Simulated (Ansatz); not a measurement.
**KMgF3 (Pm-3m): G0W0 under other settings**

Aim: change settings of a G0W0 run on KMgF3 (Pm-3m) and see what moves.

Main program and level: Ansatz 0.2.0; G0W0 on PBE, plane waves, PAW; PAW set soft_1.

### Step 1. The structure

Symmetry: Pm-3m, No. 221, cubic system. Conventional cell: a = 3.986 Å, b = 3.986 Å, c = 3.986 Å, α = 90.00°, β = 90.00°, γ = 90.00°. Nearest to K lie 12 F at 2.82 Å. Mg has 6 F at 1.99 Å nearest. F has 2 Mg at 1.99 Å and 4 K at 2.82 Å nearest. Farther neighbours and most contacts between anions are not listed.

Coordinates:

```cif
data_structure
_symmetry_space_group_name_H-M 'Pm-3m'
_symmetry_Int_Tables_number 221
_cell_length_a 3.9859
_cell_length_b 3.9859
_cell_length_c 3.9859
_cell_angle_alpha 90.000
_cell_angle_beta 90.000
_cell_angle_gamma 90.000
_cell_volume 63.33
loop_
_atom_site_label
_atom_site_type_symbol
_atom_site_symmetry_multiplicity
_atom_site_Wyckoff_symbol
_atom_site_fract_x
_atom_site_fract_y
_atom_site_fract_z
_atom_site_occupancy
K1 K 1 b 0.50000 0.50000 0.50000 1
Mg1 Mg 1 a 0.00000 0.00000 0.00000 1
F1 F 3 d 0.50000 0.00000 0.00000 1
```

The cell and positions come from the Crystallography Open Database and are kept as given unless a step says otherwise.

### Step 2. The base run: 4×4×4 mesh, 189 empty bands, screening to 120 eV, PAW set soft_1 files

Now the one-shot GW correction: screening in the RPA, then the self-energy of the levels asked for. This step takes PAW set soft_1 files.

input.yaml reads:

```yaml
crystal:
  lattice:
    - [3.9859, 0.0, 0.0]
    - [0.0, 3.9859, 0.0]
    - [0.0, 0.0, 3.9859]
  atoms:
    - { symbol: K, position: [0.5, 0.5, 0.5] }
    - { symbol: Mg, position: [0.0, 0.0, 0.0] }
    - { symbol: F, position: [0.5, 0.0, 0.0] }
    - { symbol: F, position: [0.0, 0.5, 0.0] }
    - { symbol: F, position: [0.0, 0.0, 0.5] }
kpoints:
  mp_grid: { grid: [4, 4, 4] }
hamiltonian:
  xc: pbe
  pseudopotentials: { kind: paw, azcp: { folder: soft_1 } }
scf:
  occupations: { method: fixed }
gw:
  n_empty_bands: 189
  ecut_chi: 120
  qp_bands: [v2, c2]
  qp_kpoints: band_edges
  screening: { model: contour_deformation }
```

On the command line:

```console
> ansatz run input.yaml --threads 2 --pin off --max-ram 92160MiB --backend cuda --events-out ev --progress --plain --runs-dir out --devices 1 --max-vram 13GiB
```

Numbers of over 12 decimals in the logs are rounded to 6 here.

The program printed:

```text
GPUs: using 1 of 1 available (devices: 1).
Engine: ansatz 0.2.0, x86_64-unknown-linux-gnu
Pseudopotentials: kind: paw
Pseudopotential: K, paw, valence charge 9, recommended cutoff 420 eV (normal), soft_1/K.paw.azcp
Pseudopotential: Mg, paw, valence charge 10, recommended cutoff 420 eV (normal), soft_1/Mg.paw.azcp
Pseudopotential: F, paw, valence charge 7, recommended cutoff 420 eV (normal), soft_1/F.paw.azcp
Functional definition: PBE
  parameter kappa = 0.804
  parameter beta = 0.066725
  exchange = pbe_x(kappa = kappa, mu = beta*pi^2/3)
  correlation = pbe_c(beta = beta)
device memory: the entry about to start is reckoned to put 0.6 GiB on a device that reports 62.2 GiB free (of which the cap on the GPU budget leaves the run 13.0 GiB)
GPU FFT provider: cuFFT
GPU libraries: cuBLAS 13.8.2, cuFFT 12.4.0, cuSOLVER 12.3.4
Crystal: 5 atoms, lattice volume = 63.326 Å³
Basis set: ecut = 420 eV, 1237 PW (Γ)
Bands: 25, of which v1, the nominal top of the filled ones, is band 20 counted from 1 (19 counted from 0)
Symmetry: 48 space group operations
Space group: Pm-3m (ITA 221), of the structure as read, at distance tolerance 4.0e-5 Å
k-points: 10 of 64
Non-local potential: K, projectors of the file, l = 0: 3, l = 1: 2, l = 2: 2
Non-local potential: Mg, projectors of the file, l = 0: 3, l = 1: 2, l = 2: 1
Non-local potential: F, projectors of the file, l = 0: 2, l = 1: 2, l = 2: 1
PAW form: soft (Blöchl's): semilocal exchange-correlation on the pseudo side does not see the compensation charge
PAW one-centre angular grid: K, 110 points (default); XC on 64 Gauss nodes
PAW one-centre angular grid: Mg, 110 points (default); XC on 64 Gauss nodes
PAW one-centre angular grid: F, 110 points (default); XC on 64 Gauss nodes
Initial density: superposition of atomic densities (chi_scale 0.1, normalization cell, long waves kept (reshape's long-wave potential 0.00 eV rms))
Initial wavefunctions: pseudopotential atomic-orbital guess
GPU buffer pool allocated for 19683 grid points (all kernels)
GPU transforms: local potential and band sums: pruned to the plane-wave sphere, on 27×27×27
Functional: x = pbe(κ = 0.804, μ = 0.219515), c = pbe(β = 0.066725)
SCF iter   1: F=—  HF=-5897.934082 eV  |F-HF|=—  |Δ(HF+E_count)|=         —  Δρ=1.38e-1  dr2=9.73e0  ethr=3.10e-3  ⟨swp⟩=4.0  Hψ=1100  notcnv=0  defer=14
preconditioner: auto → Resta (q_TF=auto, 2.527 Å⁻¹)  ε∞=3.6  [insulator: Δε(μ)=4.860 eV  Ē_g=15.867 eV  n_scr=18 (ndim 8)  ℏωp=25.6 eV  f_vac=0.000  ε∞_Penn≈3.6]
SCF iter   2: F=—  HF=-5895.012631 eV  |F-HF|=—  |Δ(HF+E_count)|=    2.92e0  Δρ=4.81e-2  dr2=1.22e0  ethr=3.10e-3  ⟨swp⟩=3.1  Hψ=593  notcnv=0  defer=23
SCF iter   3: F=—  HF=-5894.765576 eV  |F-HF|=—  |Δ(HF+E_count)|=   2.47e-1  Δρ=2.09e-2  dr2=3.30e-1  ethr=3.05e-3  ⟨swp⟩=3.0  Hψ=540  notcnv=0  defer=14
[...]
NSCF: frozen V_eff on 10 k-points
G₀W₀ screening: q 1/10
[... further progress lines ...]
SCF converged after 8 iterations
Free energy (F): -5894.704414 eV
Harris-Foulkes:  -5894.704414 eV  (|F-HF|=2.02e-8)
Internal energy: -5894.704414 eV  (E = F + TS)
E sigma→0 (E₀):  -5894.704414 eV
Fermi energy:    2.822569 eV
--- Per-component energies (eV) ---
  E_band       = -501.006003
  E_kinetic    = 925.286130
  E_local      = -3841.534555  (includes V_loc(G=0)·N_el)
  E_nonlocal   = 468.976609
  E_hartree    = 1369.488562
  E_xc         = -396.727617
  E_vxc        = -500.781031  (∫ρ·V_xc dr)
  E_paw        = -1698.557859  (= ΣΔE_a)
  E_vpaw       = -291.933820  (= ΣTr[D̂ρ^β])
  E_aug_tail   = 0.001871  (compensation charges beyond the density's cutoff)
  E_ewald      = -2721.637555
  E_smearing   = -0.000000  (= −TS)
  E_closure    = 0.000000  (closes the sum)
  Σ components = -5894.704414   (vs F -5894.704414, Δ=0.00e0)
--- Band table (eV; the first three rows and the last of 10) ---
  k-point 0: bands = [... 16 lower, 2.1982, 2.5020, 2.5020, 2.5020, 10.1564, 12.9138, 12.9138, 15.0379, ... 1 higher]
  k-point 1: bands = [... 16 lower, 2.0846, 2.0846, 2.3972, 2.3972, 11.1709, 13.4064, 13.4736, 15.2940, ... 1 higher]
  k-point 2: bands = [... 16 lower, 1.9636, 1.9636, 2.2949, 2.2949, 12.9551, 13.2981, 13.9407, 15.6006, ... 1 higher]
  k-point 9: bands = [... 16 lower, 1.7167, 2.8226, 2.8226, 2.8226, 13.2845, 13.2845, 13.2845, 16.7871, ... 1 higher]
--- G₀W₀: contour deformation, 6 samples at zero and on the imaginary axis and 2 off it, 64 q-points, 189 empty bands' worth ---
  eigenvalues of the whole cell's RPA ε∞ on this k-mesh (on a slab, of 1 + 4πα/V) = 2.0114, 2.0114, 2.0114; static W/v taken at q = 0 is 0.497164
  bands read: the sum over 209 bands ends inside a degenerate multiplet in 2 slots, whose members it reads at an even weight; the widest, k=9: bands 208 to 210 (counted from 1) at 2/3 each
  gw.qp_kpoints: band_edges: 10 of 10 stored k-points solved, in 1 pass; an edge of the gap read off the rows below is read off those points alone
    ik  band        ε_KS         Σx   Σc(E_QP)       V_xc       Z   E_QP_lin       E_QP  E_QP is
     0    19      2.5020   -31.8158     5.3429   -24.0067  0.8133    -0.0160     0.0358  root
     0    20      2.5020   -31.8158     5.3429   -24.0067  0.8133    -0.0160     0.0358  root
     0    21     10.1564    -7.2035    -3.2941   -11.8817  0.8910    11.5482    11.5406  root
     0    22     12.9138    -5.0359    -3.4613   -10.4619  0.8909    14.8965    14.8785  root
     1    19      2.3972   -31.6275     5.3575   -23.7754  0.8128    -0.1513    -0.0974  root
     1    20      2.3972   -31.6275     5.3575   -23.7754  0.8128    -0.1513    -0.0974  root
     1    21     11.1709    -8.1451    -3.2350   -12.9044  0.8854    12.7049    12.6952  root
     1    22     13.4064    -5.8786    -3.4533   -11.4573  0.8863    15.5540    15.5318  root
[...]
9    19      2.8226   -32.0704     5.4613   -24.1569  0.8115     0.3186     0.3703  root
     9    20      2.8226   -32.0704     5.4613   -24.1569  0.8115     0.3186     0.3703  root
     9    21     13.2845    -6.2326    -3.5757   -11.9028  0.8872    15.4001    15.3791  root
     9    22     13.2845    -6.2326    -3.5757   -11.9028  0.8872    15.4001    15.3791  root
```

The job ended after 16 s (1 × NVIDIA H100 80GB HBM3 (shared by 6 runs) with 2 threads of AMD EPYC 7R13 (Zen 3), shared host; peak memory 1.1 GiB).

The column dr2 measures how far the density is from self-consistency, as an energy; F and HF (Harris–Foulkes) agree once it is small.

This step gave:

- bands summed: 209
- RPA ε∞ on this mesh (eigenvalues): 2.011, 2.011, 2.011
- plane waves in the screening matrix: 179
- q-points in the mesh: 64
- G0W0 gap on the mesh: 11.17 eV
- k of the valence top: -0.5, -0.5, -0.5
- k of the conduction bottom: 0, 0, 0
- starting gap on the mesh: 7.334 eV
- Z at the valence top: 0.8115
- Z at the conduction bottom: 0.8910
- least direct G0W0 gap on the computed points: 11.50 eV

The gap on the mesh goes from 7.33 eV to 11.17 eV, a correction of +3.84 eV. Between the two edge states, bare exchange in place of the xc potential would open the gap by 12.59 eV, and correlation takes back 8.76 eV.

### Step 3. Variant: low screening cutoff

input.yaml: that of step 2 with these lines changed.

```diff
@@ -20,3 +20,3 @@
   n_empty_bands: 189
-  ecut_chi: 120
+  ecut_chi: 40
   qp_bands: [v2, c2]
```

The program printed:

```text
GPUs: using 1 of 1 available (devices: 1).
[...]
GPU FFT provider: cuFFT
GPU libraries: cuBLAS 13.8.2, cuFFT 12.4.0, cuSOLVER 12.3.4
Crystal: 5 atoms, lattice volume = 63.326 Å³
Basis set: ecut = 420 eV, 1237 PW (Γ)
Bands: 25, of which v1, the nominal top of the filled ones, is band 20 counted from 1 (19 counted from 0)
[... 1 set-up line as in the run before ...]
[...]
k-points: 10 of 64
[...]
GPU buffer pool allocated for 19683 grid points (all kernels)
[...]
SCF iter   1: F=—  HF=-5897.934082 eV  |F-HF|=—  |Δ(HF+E_count)|=         —  Δρ=1.38e-1  dr2=9.73e0  ethr=3.10e-3  ⟨swp⟩=4.0  Hψ=1100  notcnv=0  defer=14
[...]
SCF iter   8: F=-5894.704414 eV  HF=-5894.704414 eV  |F-HF|=2.02e-8  |Δ(HF+E_count)|=   8.34e-7  Δρ=4.99e-6  dr2=1.54e-8  ethr=2.50e-10  ⟨swp⟩=9.2  Hψ=1117  notcnv=0
SCF 1 converged in 8 iterations: F = -5894.704414 eV  dr2 = 1.54e-8
[...]
NSCF: frozen V_eff on 10 k-points, pencils in batches of 32, up to order 100
[...]
NSCF: frozen V_eff on 10 k-points
G₀W₀ screening: q 1/10
[... further progress lines ...]
SCF converged after 8 iterations
Free energy (F): -5894.704414 eV
[...]
Internal energy: -5894.704414 eV  (E = F + TS)
E sigma→0 (E₀):  -5894.704414 eV
Fermi energy:    2.822569 eV
[...]
--- Band table (eV; the first three rows and the last of 10) ---
  k-point 0: bands = [... 16 lower, 2.1982, 2.5020, 2.5020, 2.5020, 10.1564, 12.9138, 12.9138, 15.0379, ... 1 higher]
  k-point 1: bands = [... 16 lower, 2.0846, 2.0846, 2.3972, 2.3972, 11.1709, 13.4064, 13.4736, 15.2940, ... 1 higher]
  k-point 2: bands = [... 16 lower, 1.9636, 1.9636, 2.2949, 2.2949, 12.9551, 13.2981, 13.9407, 15.6006, ... 1 higher]
  k-point 9: bands = [... 16 lower, 1.7167, 2.8226, 2.8226, 2.8226, 13.2845, 13.2845, 13.2845, 16.7871, ... 1 higher]
[...]
0    19      2.5020   -31.8158     4.8291   -24.0067  0.8326    -0.5592    -0.4780  root
     0    20      2.5020   -31.8158     4.8291   -24.0067  0.8326    -0.5592    -0.4780  root
     0    21     10.1564    -7.2035    -3.4867   -11.8817  0.8935    11.3538    11.3480  root
     0    22     12.9138    -5.0359    -3.5029   -10.4619  0.8923    14.8547    14.8369  root
     1    19      2.3972   -31.6275     4.8489   -23.7754  0.8318    -0.6899    -0.6060  root
     1    20      2.3972   -31.6275     4.8489   -23.7754  0.8318    -0.6899    -0.6060  root
     1    21     11.1709    -8.1451    -3.4345   -12.9044  0.8895    12.5033    12.4957  root
     1    22     13.4064    -5.8786    -3.5001   -11.4573  0.8892    15.5069    15.4851  root
[...]
9    19      2.8226   -32.0704     4.9073   -24.1569  0.8315    -0.2670    -0.1837  root
     9    20      2.8226   -32.0704     4.9073   -24.1569  0.8315    -0.2670    -0.1837  root
     9    21     13.2845    -6.2326    -3.6301   -11.9028  0.8895    15.3451    15.3246  root
     9    22     13.2845    -6.2326    -3.6301   -11.9028  0.8895    15.3451    15.3246  root
```

Wall time 4.9 s (1 × NVIDIA H100 80GB HBM3 (shared by 6 runs) with 2 threads); peak memory 1.1 GiB.

Against the base:

```csv
setting,base,variant
screening cutoff (eV),120,40
```

| quantity | variant | base |
| --- | --- | --- |
| starting gap on the mesh | 7.334 | 7.334 |
| G0W0 gap on the mesh | 11.532 | 11.170 |
| least direct G0W0 gap on the computed points | 11.826 | 11.505 |
| Z at the valence top | 0.832 | 0.812 |
| Z at the conduction bottom | 0.894 | 0.891 |

### Step 4. Variant: all filled levels at the zone centre

input.yaml: that of step 3 with these lines changed.

```diff
@@ -19,6 +19,6 @@
 gw:
-  n_empty_bands: 189
-  ecut_chi: 40
-  qp_bands: [v2, c2]
-  qp_kpoints: band_edges
+  n_empty_bands: 143
+  ecut_chi: 100
+  qp_bands: [lowest, c2]
+  qp_kpoints: [[0, 0, 0]]
   screening: { model: contour_deformation }
```

The program printed:

```text
GPUs: using 1 of 1 available (devices: 1).
[...]
GPU FFT provider: cuFFT
GPU libraries: cuBLAS 13.8.2, cuFFT 12.4.0, cuSOLVER 12.3.4
Crystal: 5 atoms, lattice volume = 63.326 Å³
Basis set: ecut = 420 eV, 1237 PW (Γ)
Bands: 25, of which v1, the nominal top of the filled ones, is band 20 counted from 1 (19 counted from 0)
[... 1 set-up line as in the run before ...]
[...]
k-points: 10 of 64
[...]
GPU buffer pool allocated for 19683 grid points (all kernels)
[...]
SCF iter   1: F=—  HF=-5897.934082 eV  |F-HF|=—  |Δ(HF+E_count)|=         —  Δρ=1.38e-1  dr2=9.73e0  ethr=3.10e-3  ⟨swp⟩=4.0  Hψ=1100  notcnv=0  defer=14
[...]
SCF iter   8: F=-5894.704414 eV  HF=-5894.704414 eV  |F-HF|=2.02e-8  |Δ(HF+E_count)|=   8.34e-7  Δρ=4.99e-6  dr2=1.54e-8  ethr=2.50e-10  ⟨swp⟩=9.2  Hψ=1117  notcnv=0
SCF 1 converged in 8 iterations: F = -5894.704414 eV  dr2 = 1.54e-8
[...]
G₀W₀ screening: q 1/10
[... further progress lines ...]
SCF converged after 8 iterations
Free energy (F): -5894.704414 eV
[...]
Internal energy: -5894.704414 eV  (E = F + TS)
E sigma→0 (E₀):  -5894.704414 eV
Fermi energy:    2.822569 eV
[...]
--- Band table (eV; the first three rows and the last of 10) ---
  k-point 0: bands = [... 16 lower, 2.1982, 2.5020, 2.5020, 2.5020, 10.1564, 12.9138, 12.9138, 15.0379, ... 1 higher]
  k-point 1: bands = [... 16 lower, 2.0846, 2.0846, 2.3972, 2.3972, 11.1709, 13.4064, 13.4736, 15.2940, ... 1 higher]
  k-point 2: bands = [... 16 lower, 1.9636, 1.9636, 2.2949, 2.2949, 12.9551, 13.2981, 13.9407, 15.6006, ... 1 higher]
  k-point 9: bands = [... 16 lower, 1.7167, 2.8226, 2.8226, 2.8226, 13.2845, 13.2845, 13.2845, 16.7871, ... 1 higher]
[...]
`?` marks the rows in doubt; gw_qp.tsv's column doubts and the gw_qp event give each row's grounds
[...]
0     1    -67.9410   -61.1480    10.9289   -38.4089  0.9035   -83.3013   -79.7512  root ?
     0     2    -34.7043   -52.7459     7.4414   -37.2021  0.8599   -43.5746   -42.8066  root ?
     0     3    -34.7043   -52.7459     7.4414   -37.2021  0.8599   -43.5746   -42.8066  root ?
     0     4    -34.7043   -52.7459     7.4414   -37.2021  0.8599   -43.5746   -42.8066  root ?
     0     5    -22.8179   -35.7639    10.3240   -23.4967  0.6592   -24.8569   -24.7610  root
     0     6    -17.2868   -39.0198     9.7350   -24.8693  0.6949   -21.0087   -21.7024  root ?
     0     7    -16.6354   -39.8889     9.4696   -25.7830  0.6692   -20.2525   -21.2718  root ?
     0     8    -16.6354   -39.8889     9.4696   -25.7830  0.6692   -20.2525   -21.2718  root ?
     0     9     -6.3096   -27.8851     3.6483   -20.9331  0.8461    -9.7002    -9.6133  root
     0    10     -6.3096   -27.8851     3.6483   -20.9331  0.8461    -9.7002    -9.6133  root
     0    11     -6.3096   -27.8851     3.6483   -20.9331  0.8461    -9.7002    -9.6133  root
     0    12      0.4258   -29.6409     5.3243   -21.5419  0.8111    -2.4277    -2.3489  root
     0    13      0.4258   -29.6409     5.3243   -21.5419  0.8111    -2.4277    -2.3489  root
     0    14      0.4258   -29.6409     5.3243   -21.5419  0.8111    -2.4277    -2.3489  root
     0    15      2.1982   -31.2005     5.5081   -23.1405  0.8116    -0.4136    -0.3537  root
[...]
0    19      2.5020   -31.8158     5.3776   -24.0067  0.8150     0.0201     0.0705  root
     0    20      2.5020   -31.8158     5.3776   -24.0067  0.8150     0.0201     0.0705  root
     0    21     10.1564    -7.2035    -3.2905   -11.8817  0.8916    11.5519    11.5442  root
     0    22     12.9138    -5.0359    -3.4188   -10.4619  0.8912    14.9400    14.9209  root
```

Run time: 9.4 s. Hardware: 1 × NVIDIA H100 80GB HBM3 (shared by 6 runs) with 2 threads; peak memory 1.1 GiB.

Absolute levels on the run's own zero. QP, by row:

| k index | band | KS (eV) | Sigma_x (eV) | Sigma_c (eV) | Vxc (eV) | Z | QP linearised (eV) | QP (eV) | source | doubts |
| --- | --- | --- | --- | --- | --- | --- | --- | --- | --- | --- |
| 0 | 1 | -67.94 | -61.15 | 10.93 | -38.41 | 0.9035 | -83.3 | -79.75 | root | energies_apart |
| 0 | 2 | -34.7 | -52.75 | 7.441 | -37.2 | 0.8599 | -43.57 | -42.81 | root | energies_apart |
| 0 | 3 | -34.7 | -52.75 | 7.441 | -37.2 | 0.8599 | -43.57 | -42.81 | root | energies_apart |
| 0 | 4 | -34.7 | -52.75 | 7.441 | -37.2 | 0.8599 | -43.57 | -42.81 | root | energies_apart |
| 0 | 5 | -22.82 | -35.76 | 10.32 | -23.5 | 0.6592 | -24.86 | -24.76 | root |  |
| 0 | 6 | -17.29 | -39.02 | 9.735 | -24.87 | 0.6949 | -21.01 | -21.7 | root | energies_apart |
| 0 | 7 | -16.64 | -39.89 | 9.47 | -25.78 | 0.6692 | -20.25 | -21.27 | root | energies_apart |
| 0 | 8 | -16.64 | -39.89 | 9.47 | -25.78 | 0.6692 | -20.25 | -21.27 | root | energies_apart |
| 0 | 9 | -6.31 | -27.89 | 3.648 | -20.93 | 0.8461 | -9.7 | -9.613 | root |  |
| 0 | 10 | -6.31 | -27.89 | 3.648 | -20.93 | 0.8461 | -9.7 | -9.613 | root |  |
| 0 | 11 | -6.31 | -27.89 | 3.648 | -20.93 | 0.8461 | -9.7 | -9.613 | root |  |
| 0 | 12 | 0.4258 | -29.64 | 5.324 | -21.54 | 0.8111 | -2.428 | -2.349 | root |  |
| 0 | 13 | 0.4258 | -29.64 | 5.324 | -21.54 | 0.8111 | -2.428 | -2.349 | root |  |
| 0 | 14 | 0.4258 | -29.64 | 5.324 | -21.54 | 0.8111 | -2.428 | -2.349 | root |  |
| 0 | 15 | 2.198 | -31.2 | 5.508 | -23.14 | 0.8116 | -0.4136 | -0.3537 | root |  |
| 0 | 16 | 2.198 | -31.2 | 5.508 | -23.14 | 0.8116 | -0.4136 | -0.3537 | root |  |
| 0 | 17 | 2.198 | -31.2 | 5.508 | -23.14 | 0.8116 | -0.4136 | -0.3537 | root |  |
| 0 | 18 | 2.502 | -31.82 | 5.378 | -24.01 | 0.815 | 0.0201 | 0.0705 | root |  |
| 0 | 19 | 2.502 | -31.82 | 5.378 | -24.01 | 0.815 | 0.0201 | 0.0705 | root |  |
| 0 | 20 | 2.502 | -31.82 | 5.378 | -24.01 | 0.815 | 0.0201 | 0.0705 | root |  |
| 0 | 21 | 10.16 | -7.204 | -3.291 | -11.88 | 0.8916 | 11.55 | 11.54 | root |  |
| 0 | 22 | 12.91 | -5.036 | -3.419 | -10.46 | 0.8912 | 14.94 | 14.92 | root |  |

Against the base:

```
              setting        base       variant
          empty bands         189           143
screening cutoff (eV)         120           100
         levels asked    v2 to c2  lowest to c2
         points asked  band edges   [[0, 0, 0]]
```

### Step 5. Results

```
base                                 : 11.17 eV, 16 s
low screening cutoff                 : 11.53 eV, 4.9 s
all filled levels at the zone centre : direct gap at the listed points 11.47 eV, 9.4 s
```

What this shows: Low screening cutoff: the gap moves by +0.36 eV and the time by a factor of 0.31; such settings are too crude to quote. All filled levels at the zone centre: only the listed points were computed; the least direct gap there is 11.47 eV, with empty bands, screening cutoff, levels asked and points asked changed against the base. All runs here use a coarse mesh and modest cutoffs; they test settings and are not final values. The 4×4×4 mesh is coarse for this cell (its supercell is 16 Å along the shortest edge). The RPA ε∞ on it, from the PBE start, is 2.01; such meshes misread the long-range screening, most where the gap is narrow. This is the ideal cubic cell; many perovskites, halides above all, are cubic only on average, and local tilts or off-centring can widen the gap.

[Paths, hosts, dates, memory and timing lines, banners, echoed tables and standing remarks are left out of the program output.]

[Logs are printed without paths, hosts, clocks, repeated set-up lines and the standing remarks that a program may print on its own settings, such as how far it seeks lower states.]

[Runs of the session that timed out or met a known fault of the program may be left out.]

[Cells called generated may have been cut or substituted from an entry of the Crystallography Open Database or the Materials Project.]

[Hosts, paths, dates, database ids (printed as entryN), source tags and the programs' standing remarks are cut or masked in the printed files.]
